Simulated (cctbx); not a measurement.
# Interatomic vectors of Pr2V3Pb

Space group R-3m (no. 166), a = 5.9270 Å, b = 5.9270 Å, c = 12.4740 Å, α = 90.00°, β = 90.00°, γ = 120.00°, content Pb3 Pr6 V9.

The data are simulated with cctbx, not measured: Cu Kα, λ = 1.54184 Å, to d = 0.8 Å, 50 % of the full sphere, strongest reflection 5000 counts, noise from counting, a 3 % proportional error and a noise floor of 8 counts (s.d.); no absorption.

Patterson synthesis, origin scaled to 1000:

```text
Patterson group R -3 m :H
      u       v       w   height  length (A)
  0.000   0.000   0.000   1000.0     0.00
  0.000   0.000   0.366    658.0     4.57
  0.000   0.000   0.268    250.9     3.34
  0.000   0.500   0.500    209.4     6.91
  0.002   0.501   0.132    144.3     3.39
  0.000   0.500   0.000     30.5     2.96
  0.000   0.000   0.093     30.2     1.16
  0.002   0.172   0.410     21.7     5.21
  0.008   0.168   0.050     21.7     1.15
  0.009   0.164   0.314     16.7     4.03
  0.054   0.108   0.843     14.8     2.03
 -0.005   0.165   0.226     13.1     2.99
 -0.014   0.493   0.240      9.7     4.21
  0.048   0.095   0.465      9.1     5.82
```

**Question.** Which atom pairs make the peaks, and where is the heaviest atom?

A peak at u stands for all pairs with xi − xj = u, with weight Σ ZiZj against Σ Z² = 45819 at the origin. Peak heights follow these weights only roughly, since form factors, motion and series ripples differ, all vectors within 0.55 Å of a peak are counted as merged into it though the farther ones add only part of their weight, and F(000) is left out, which lowers the whole map:

| u | v | w | shortest length (Å) | height | 1000 ΣZiZj/ΣZ² | pairs in the cell |
| --- | --- | --- | --- | --- | --- | --- |
| 0.000 | 0.000 | 0.366 | 3.45 | 658 | 634 | 6 × Pb–Pr |
| 0.000 | 0.000 | 0.268 | 3.34 | 251 | 228 | 3 × Pr–Pr |
| 0.000 | 0.500 | 0.500 | 2.69 | 209 | 247 | 6 × Pb–V |
| 0.002 | 0.501 | 0.132 | 3.04 | 144 | 178 | 6 × Pr–V |

The table stops at ten peaks or at a height of 45, below which ripples compete. In the model behind the data Pb, the heaviest element, has 1 independent site: (0, 0, 0), up to an allowed shift of origin. No listed peak is a Pb–Pb vector, so the position follows from the cell content and the cross vectors. The whole model:

```
atom  mult.    x    y       z  Ueq (Å²)
 Pb1      3    0    0       0    0.0060
 Pr1      6  1/3  2/3  0.0342    0.0069
  V1      9  5/6  1/6     1/6    0.0078
```

This is a model crystal, built by substitution and not relaxed, with assumed displacement parameters.

[Logs are printed without paths, hosts, clocks, repeated set-up lines and the standing remarks that a program may print on its own settings, such as how far it seeks lower states.]
